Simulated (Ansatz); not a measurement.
# Quasiparticle gap of ZnS2 (Pa-3), part 2 of 2

Wanted: the gap of ZnS2 (Pa-3) with a many-body correction, and the time that it takes.

Ansatz 0.2.0; LDA, then G0W0 on it, plane waves, PAW. Known limits of the many-body steps: finite bands, screening cutoff and k mesh; no spin-orbit coupling in G0W0; d shells not analysed.

So far. Step 2 (The LDA band structure): Over mesh and path the gap is 1.263 eV, from k = Γ to k = (0.200, 0.200, 0.200). The least direct gap found is 1.639 eV, at k = Γ. The pressure in this cell is -4 GPa; the cell is kept.

In doubt: masses and optical values from hybrid runs of this build are listed as unsure (in some of the runs), which bears on the screening that GW takes from such a start.

### Step 3. The quasiparticle correction

G0W0 replaces the xc potential by a self-energy built once from the orbitals of the start. Levels are corrected in the window of bands that the input names, at points of the mesh.

This step: G0W0 on LDA, plane waves, PAW.

File input.yaml:

```yaml
crystal:
  lattice:
    - [5.94543046, 0.0, 0.0]
    - [0.0, 5.94543046, 0.0]
    - [0.0, 0.0, 5.94543046]
  atoms:
    - { symbol: Zn, position: [0.5, 0.5, 0.0] }
    - { symbol: Zn, position: [0.5, 0.0, 0.5] }
    - { symbol: Zn, position: [0.0, 0.5, 0.5] }
    - { symbol: Zn, position: [0.0, 0.0, 0.0] }
    - { symbol: S, position: [0.10024639, 0.89975361, 0.39975361] }
    - { symbol: S, position: [0.89975361, 0.39975361, 0.10024639] }
    - { symbol: S, position: [0.39975361, 0.10024639, 0.89975361] }
    - { symbol: S, position: [0.60024639, 0.60024639, 0.60024639] }
    - { symbol: S, position: [0.89975361, 0.10024639, 0.60024639] }
    - { symbol: S, position: [0.10024639, 0.60024639, 0.89975361] }
    - { symbol: S, position: [0.60024639, 0.89975361, 0.10024639] }
    - { symbol: S, position: [0.39975361, 0.39975361, 0.39975361] }
kpoints:
  mp_grid: { grid: [2, 2, 2] }
hamiltonian:
  xc: lda
scf:
  occupations: { method: fixed }
gw:
  n_empty_bands: 965
  ecut_chi: 160.0
  qp_bands: [v4, c4]
  qp_kpoints: band_edges
  screening: { model: contour_deformation }
```

Run with:

```
ansatz run input.yaml --threads 24 --pin off --max-ram 82944MiB --backend cuda --events-out ev --progress --plain --runs-dir out --devices 1 --max-vram 78GiB
```

Numbers of over 12 decimals in the logs are rounded to 6 here.

Log:

```text
GPUs: using 1 of 1 available (devices: 1).
[...]
GPU FFT provider: cuFFT
GPU libraries: cuBLAS 13.8.1, cuFFT 12.4.0, cuSOLVER 12.3.2
[...]
Crystal: 12 atoms, lattice volume = 210.160 Å³
Basis set: ecut = 420 eV, 4067 PW (Γ)
Bands: 60, of which v1, the nominal top of the filled ones, is band 48 counted from 1 (47 counted from 0)
Symmetry: 24 space group operations
[...]
k-points: 4 of 8
[...]
GPU buffer pool allocated for 64000 grid points (all kernels)
[...]
SCF iter   1: F=—  HF=-19946.332267 eV  |F-HF|=—  |Δ(HF+E_count)|=         —  Δρ=6.79e-3  dr2=8.00e-2  ethr=1.77e-3  ⟨swp⟩=5.2  Hψ=939  notcnv=0  defer=34
[...]
SCF iter   7: F=-19946.305837 eV  HF=-19946.305837 eV  |F-HF|=1.80e-9  |Δ(HF+E_count)|=   1.91e-7  Δρ=2.95e-6  dr2=1.77e-8  ethr=1.04e-10  ⟨swp⟩=11.8  Hψ=931  notcnv=0
SCF 1 converged in 7 iterations: F = -19946.305837 eV  dr2 = 1.77e-8
[...]
NSCF: frozen V_eff on 4 k-points
the band table was solved once the SCF had ended and its energy, with any forces and stress, was formed, with the checks that follow a solve (881 applications of the Hamiltonian). They found nothing against the state; the energy, forces and stress were not computed again (output.eigenvalues in the input reference)
[...]
G₀W₀ screening: q 1/4
[... further progress lines ...]
SCF converged after 7 iterations
Free energy (F): -19946.305837 eV
[...]
Internal energy: -19946.305837 eV  (E = F + TS)
E sigma→0 (E₀):  -19946.305837 eV
Fermi energy:    7.937155 eV
[...]
--- Band table (eV) ---
  k-point 0: bands = [... 44 lower, 7.2139, 7.2139, 7.9372, 7.9372, 9.5717, 10.0776, 10.7091, 10.7091, ... 8 higher]
  k-point 1: bands = [... 44 lower, 6.1030, 6.1030, 7.7150, 7.7150, 9.7446, 9.7446, 9.8002, 9.8002, ... 8 higher]
  k-point 2: bands = [... 44 lower, 6.2640, 6.2640, 6.2640, 6.2640, 9.6002, 9.6002, 9.6002, 9.6002, ... 8 higher]
  k-point 3: bands = [... 44 lower, 5.5703, 5.5703, 5.5703, 5.5703, 9.7672, 9.7672, 9.7672, 9.7672, ... 8 higher]
--- G₀W₀: contour deformation, 7 samples at zero and on the imaginary axis and 1 off it, 8 q-points, 965 empty bands' worth ---
  eigenvalues of the whole cell's RPA ε∞ on this k-mesh (on a slab, of 1 + 4πα/V) = 9.6400, 9.6400, 9.6400; static W/v taken at q = 0 is 0.103734
  bands read: the sum over 1013 bands ends inside a degenerate multiplet in 3 slots, whose members it reads at an even weight; the widest, k=2: bands 1013 to 1016 (counted from 1) at 1/4 each
  gw.qp_kpoints: band_edges: 4 of 4 stored k-points solved, in 1 pass; an edge of the gap read off the rows below is read off those points alone
    ik  band        ε_KS         Σx   Σc(E_QP)       V_xc       Z   E_QP_lin       E_QP  E_QP is
     0    45      7.2139   -21.1991     2.3142   -18.3129  0.7502     6.6358     6.6420  root
     0    46      7.2139   -21.1991     2.3142   -18.3129  0.7502     6.6358     6.6420  root
     0    47      7.9372   -21.7102     2.1850   -18.9695  0.7524     7.3768     7.3815  root
     0    48      7.9372   -21.7102     2.1850   -18.9695  0.7524     7.3768     7.3815  root
     0    49      9.5717    -8.6448    -4.6611   -13.8342  0.7555    10.1052    10.1000  root
     0    50     10.0776   -10.7043    -4.8877   -16.1628  0.7702    10.6536    10.6484  root
     0    51     10.7091   -10.2869    -5.1391   -15.9788  0.7280    11.2772    11.2619  root
     0    52     10.7091   -10.2869    -5.1391   -15.9788  0.7280    11.2772    11.2619  root
     1    45      6.1030   -20.5287     2.5026   -17.4775  0.7445     5.5479     5.5545  root
     1    46      6.1030   -20.5287     2.5026   -17.4775  0.7445     5.5479     5.5545  root
     1    47      7.7150   -20.9845     2.0954   -18.3555  0.7521     7.1770     7.1815  root
     1    48      7.7150   -20.9845     2.0954   -18.3555  0.7521     7.1770     7.1815  root
     1    49      9.7446   -10.1632    -4.5828   -15.2373  0.7592    10.2402    10.2358  root
     1    50      9.7446   -10.1632    -4.5828   -15.2373  0.7592    10.2402    10.2358  root
     1    51      9.8002    -9.7946    -4.5695   -14.8514  0.7578    10.2920    10.2875  root
     1    52      9.8002    -9.7946    -4.5695   -14.8514  0.7578    10.2920    10.2875  root
     2    45      6.2640   -20.4540     2.4373   -17.4656  0.7380     5.7129     5.7130  root
     2    46      6.2640   -20.4540     2.4373   -17.4656  0.7380     5.7129     5.7130  root
     2    47      6.2640   -20.4540     2.4373   -17.4656  0.7380     5.7129     5.7130  root
     2    48      6.2640   -20.4540     2.4373   -17.4656  0.7380     5.7129     5.7130  root
     2    49      9.6002    -9.7819    -4.5134   -14.7880  0.7648    10.0971    10.0930  root
     2    50      9.6002    -9.7819    -4.5134   -14.7880  0.7648    10.0971    10.0930  root
     2    51      9.6002    -9.7819    -4.5134   -14.7880  0.7648    10.0971    10.0930  root
     2    52      9.6002    -9.7819    -4.5134   -14.7880  0.7648    10.0971    10.0930  root
     3    45      5.5703   -17.4504     2.3374   -14.5785  0.7381     5.0282     5.0359  root
     3    46      5.5703   -17.4504     2.3374   -14.5785  0.7381     5.0282     5.0359  root
     3    47      5.5703   -17.4504     2.3374   -14.5785  0.7381     5.0282     5.0359  root
     3    48      5.5703   -17.4504     2.3374   -14.5785  0.7381     5.0282     5.0359  root
     3    49      9.7672    -9.5993    -4.4976   -14.6200  0.7697    10.2948    10.2902  root
     3    50      9.7672    -9.5993    -4.4976   -14.6200  0.7697    10.2948    10.2902  root
     3    51      9.7672    -9.5993    -4.4976   -14.6200  0.7697    10.2948    10.2902  root
     3    52      9.7672    -9.5993    -4.4976   -14.6200  0.7697    10.2948    10.2902  root
```

Wall time 4.6 s (1 × NVIDIA GB200 (shared by 2 runs) with 24 threads of Arm Neoverse V2, shared host); peak memory 2.1 GiB.

Numbers from this step:

| Property | Result |
| --- | --- |
| bands summed | 1013 |
| RPA ε∞ on this mesh (eigenvalues) | 9.640, 9.640, 9.640 |
| plane waves in the screening matrix | 949 |
| q-points in the mesh | 8 |
| G0W0 gap over the corrected points | 2.711 eV |
| k of the valence top | 0, 0, 0 |
| k of the conduction bottom | 0, -0.5, -0.5 |
| starting gap on the mesh | 1.635 eV |
| Z at the valence top | 0.7524 |
| Z at the conduction bottom | 0.7648 |
| least direct G0W0 gap over the corrected points | 2.718 eV |

Over all 4 irreducible mesh points the G0W0 gap is 2.711 eV, from k = Γ to k = (0.000, -0.500, -0.500). The LDA gap of this run on the mesh is 1.635 eV. Other states bound it: the two that bound the G0W0 gap lie 1.663 eV apart in LDA, so state for state the correction is 2.711 − 1.663 = +1.048 eV, while gap against gap it is 2.711 − 1.635 = +1.076 eV. The start of this run differs from the step before in mesh (4×4×4 and 2×2×2).

Labels follow the order of the start: v1 is the top filled band, c1 the lowest empty one; levels that stay degenerate share a row, the window can cut a multiplet, doubted levels are not marked in this list, bands outside the window were not corrected, and the list may be a part of the corrected levels. The levels before and after the correction (eV, zero at the valence-band top of each column):

```tsv
	conduction bottom	valence top
Kohn-Sham	1.63	0.00
G0W0	2.71	0.00
```

```tsv
	level	occupation	energy (eV)
Kohn-Sham	Γ v3	2	-0.723
Kohn-Sham	Γ v2-v1	2	0.000
Kohn-Sham	Γ c1	0	1.635
Kohn-Sham	Γ c2	0	2.140
Kohn-Sham	Γ c3	0	2.772
Kohn-Sham	(0 -0.5 -0.5) v3-v1	2	-1.673
Kohn-Sham	(0 -0.5 -0.5) c1-c3	0	1.663
G0W0	Γ v3	2	-0.740
G0W0	Γ v2-v1	2	0.000
G0W0	Γ c1	0	2.718
G0W0	Γ c2	0	3.267
G0W0	Γ c3	0	3.880
G0W0	(0 -0.5 -0.5) v3-v1	2	-1.669
G0W0	(0 -0.5 -0.5) c1-c3	0	2.712
```

The parts of the quasiparticle energy for the two states that bound the G0W0 gap, in eV on the run's own scale (QP = start + Σx + Σc − Vxc, with Σc at the quasiparticle energy):

```tsv
edge	k	band	start	Σx	Σc	Vxc	Z	QP
valence top	Γ	47	7.937	−21.710	2.185	−18.970	0.752	7.381
conduction bottom	(0.000, -0.500, -0.500)	49	9.600	−9.782	−4.513	−14.788	0.765	10.093
```

### Step 4. The runs together

Each gap is the least one over the points named; times are wall times on shared hosts, not benchmarks. A G0W0 time includes the run's own self-consistent start. Rows marked * are further runs, not shown as steps, whose inputs differ from the G0W0 step on the same start in the columns given; solver thresholds can differ too.

```tsv
level	mesh	files, cutoff	bands summed, screening	points	gap (eV)	valence top	conduction bottom	least direct gap (eV)	time
LDA	4×4×4	soft_2 PAW, 420 eV	-	mesh and path	1.263	Γ	(0.200, 0.200, 0.200)	1.639	1.2 s
G0W0@LDA*	2×2×2	soft_2 PAW, 420 eV	206, 48 eV	all 4 irreducible mesh points	2.692	Γ	Γ	2.692	1.6 s
G0W0@LDA*	2×2×2	soft_2 PAW, 420 eV	496, 96 eV	all 4 irreducible mesh points	2.678	Γ	Γ	2.678	3.2 s
G0W0@LDA	2×2×2	soft_2 PAW, 420 eV	1013, 160 eV	all 4 irreducible mesh points	2.711	Γ	(0.000, -0.500, -0.500)	2.718	4.6 s
G0W0@LDA*	2×2×2	soft_2 PAW, 420 eV	496, 96 eV, plasmon pole	all 4 irreducible mesh points	2.695	Γ	Γ	2.695	2.5 s
```

### Step 5. Outcome

| Item | Value |
| --- | --- |
| LDA gap over mesh and path | 1.263 eV, from k = Γ to k = (0.200, 0.200, 0.200) |
| G0W0@LDA gap over all 4 irreducible mesh points | 2.711 eV, from k = Γ to k = (0.000, -0.500, -0.500) |
| GW settings | 2×2×2 mesh, 965 empty bands, screening to 160 eV |
| known limits | finite bands, screening cutoff and k mesh; no spin-orbit coupling in G0W0; d shells not analysed |

In words: Over all 4 irreducible mesh points the G0W0 gap is 2.711 eV, from k = Γ to k = (0.000, -0.500, -0.500). The LDA gap of this run on the mesh is 1.635 eV. Other states bound it: the two that bound the G0W0 gap lie 1.663 eV apart in LDA, so state for state the correction is 2.711 − 1.663 = +1.048 eV, while gap against gap it is 2.711 − 1.635 = +1.076 eV. The valence state moves by 7.381 − 7.937 = −0.556 eV and the conduction state by 10.093 − 9.600 = +0.493 eV, on the run's own scale; how far single levels stand from their limit in bands is not shown. Over mesh and path, LDA puts the conduction bottom at k = (0.200, 0.200, 0.200), where no G0W0 correction was computed. The G0W0 gap over the whole zone is therefore not known from this run; at its settings it can only be equal to or under the 2.711 eV found, and no correction is carried over from another point. For the start itself the gap is 1.263 eV over mesh and path and 1.635 eV on the mesh of the G0W0 run, in runs that differ in mesh (4×4×4 and 2×2×2). From 206 bands and 48 eV to 1013 bands and 160 eV the gap moves by 2.711 − 2.692 = +0.019 eV (rung by rung 2.692, 2.678, 2.711 eV); bands and screening cutoff rise together, so their parts are not told apart. The states that bound the gap change along the series, so no limit is drawn and it is not known. With the plasmon pole model in place of the contour deformation model and all else as in the G0W0@LDA row with 496 bands, the gap differs by 2.695 − 2.678 = +0.017 eV. G0W0 on other starts in this series, not shown as steps and not all at these settings: 3.299 eV on HSE06 (2×2×2, soft_2 PAW, 496 bands, 96 eV) and 3.509 eV on PBE0 (2×2×2, soft_2 PAW, 496 bands, 96 eV). The G0W0 runs are scalar-relativistic. One-shot GW is known to converge slowly in bands for compounds with shallow d shells. The cell holds Zn; the filling of the d shell and its place against the gap were not analysed here. No pair of G0W0 runs that differ in the mesh alone is shown (2×2×2 is a supercell whose nearest images lie 12 Å apart), so the error from the mesh is not known here. G0W0@LDA runs of this series with other atomic data on the same mesh, not shown as steps, give 2.658 eV (hard PAW, 660 eV, 512 bands, screening to 96 eV; the table's row with the same empty bands and screening cutoff has 2.678 eV); where bands and cutoffs differ too, the part of the files is not isolated.

[Paths, hosts, dates, memory and timing lines, banners, echoed tables and standing remarks are left out of the program output.]

[Logs are printed without paths, hosts, clocks, repeated set-up lines and the standing remarks that a program may print on its own settings, such as how far it seeks lower states.]

[Runs of the session that timed out or met a known fault of the program may be left out.]

[Cells called generated may have been cut or substituted from an entry of the Crystallography Open Database or the Materials Project.]

[Hosts, paths, dates, database ids (printed as entryN), source tags and the programs' standing remarks are cut or masked in the printed files.]

[Where an RPA ε∞ is given, it is that of the G0W0 mesh and is not shown converged in it. Names of k-points follow the symmetry that the program found, which can be lower than the space group named. Band edges on a path are those of the sampled points; other points can move an edge, and change direct to indirect where valleys lie close.]

[Hybrid gaps are those of their k-mesh and are not shown converged in it.]
